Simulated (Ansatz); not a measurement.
# TaCr2 in the C11b ordering: a Bloch–Grüneisen fit of the computed resistivity

Wanted: a compact model of ρ(T) for TaCr2 in the C11b ordering and a check of it.

The resistivities were computed with Ansatz 0.2.0 (DFT PBE, scalar-relativistic, plane waves, PAW) from the linearised Boltzmann equation with harmonic phonons, on q 3×3×3, k 9×9×9, scattering 16×16×16; the fit below is done by hand on them.

The structure was built from a prototype and need not be the compound's stable phase.

## (1) What is given

It takes space group I4/mmm (No. 139, tetragonal). The conventional cell has a = 3.009 Å, b = 3.009 Å, c = 9.157 Å, α = 90.00°, β = 90.00°, γ = 90.00°. Around Ta on site a lie 10 Cr at 2.67 to 2.96 Å. Around Cr on site e lie 4 Cr at 2.52 Å and 5 Ta at 2.67 to 2.96 Å.

This is the relaxed cell of the run, from steps not shown here.

The mean resistivity of the three axes from 50 to 800 K, with one row held back; the colder rows stay outside the fit and test it at the end:

```csv
T (K),ρ (μΩ cm)
50,0.2142
77,0.7395
100,1.388
150,3.053
200,?
300,8.005
400,11.14
600,17.38
800,23.80
```

The resistivity is not converged: the component that moves most changes by 11 % between the two finest meshes at 300 K. No spin–orbit coupling, which matters for Ta. The structure is a hand-built model.

## (2) The fit

Bloch and Grüneisen's form is ρ(T) = A (T/Θ)⁵ J₅(Θ/T), with J₅(z) the integral of x⁵/((eˣ − 1)(1 − e⁻ˣ)) from 0 to z. It goes as T⁵ far below Θ and as A T/(4Θ) far above. For a trial Θ the best A is the geometric mean of ρ/[(T/Θ)⁵ J₅] over the rows, and the scatter of that ratio measures the fit:

```
Θ (K)  A (μΩ cm)  scatter (%)
  214      18.10         36.9
  286      27.84         19.8
  322      33.87         11.3
  358      40.84          5.8
  394      48.86         11.0
  448      63.17         24.1
  536      93.44         45.7
```

The scatter is least at Θ = 358 K, with A = 40.84 μΩ cm (5.8 % r.m.s.).

```csv
T (K),computed,fit
50,0.2142,0.1969
77,0.7395,0.8044
100,1.388,1.509
150,3.053,3.168
300,8.005,7.913
400,11.14,10.91
600,17.38,16.78
800,23.80,22.56
```

## (3) Prediction and check

At T = 200 K, Θ/T = 1.790, J₅ = 2.159 and (T/Θ)⁵ = 0.05442, so the fit gives 4.799 μΩ cm. The computed value is 4.751 μΩ cm: the fit is off by +1.00 %. Outside its range, at 20 K, it gives 0.00276 against 0.00588 μΩ cm computed, 0.47 times that; at that temperature the run's own test moves by 15 % between meshes in the component that moves most. Among the rows used, the largest miss is +8.8 %, at 77 K.

## (4) What the two numbers mean

Θ = 358 K is 1.39 times ħω_log/k_B (258 K) and 0.73 of the highest phonon frequency (492 K). The high-temperature slope of the fit, A/(4Θ), is 0.0285 μΩ cm/K. The same slope from the run's transport coupling and plasma energy, 2π k_B λ_tr/(ħ ε₀ ω_p²) with λ_tr = 0.217, 0.217, 0.213 (xx, yy, zz) and ħω_p = 5.81, 5.81, 4.78 (xx, yy, zz) eV, is 0.0298 μΩ cm/K in the mean of the axes, +4.5 % from it. For comparison, the computed rows rise by 0.0321 μΩ cm/K between the two hottest.

## (5) Results

```yaml
theta: 358 K
a: 40.84 μΩ cm
scatter_of_the_fit: 5.8 %
held_back_row_at_200_k_fit_against_computed: 4.799 against 4.751 μΩ cm
```

What this shows: Two numbers, Θ = 358 K and A = 40.8 μΩ cm, hold the computed ρ(T) from 50 to 800 K within 5.83 % r.m.s. and predict the held-back row within 1.00 %. At 20 K, outside the rows fitted, it gives 0.47 times the computed value. The misses are not random: the largest is +8.8 %, at 77 K. By the run's own test the resistivity at 300 K moves by 11 % between its two finest scattering meshes, in the component that moves most. The mean hides an anisotropy: at 300 K the components are 6.96, 6.96, 10.1 (xx, yy, zz) μΩ cm. Spin–orbit coupling is left out. The fit describes the calculation: impurities, thermal expansion, changes of phase and anharmonicity are in neither.

[Logs are printed without paths, hosts, clocks, repeated set-up lines and the standing remarks that a program may print on its own settings, such as how far it seeks lower states.]

[Hosts, paths, dates, database ids (printed as entryN), source tags and the programs' standing remarks are cut or masked in the printed files.]
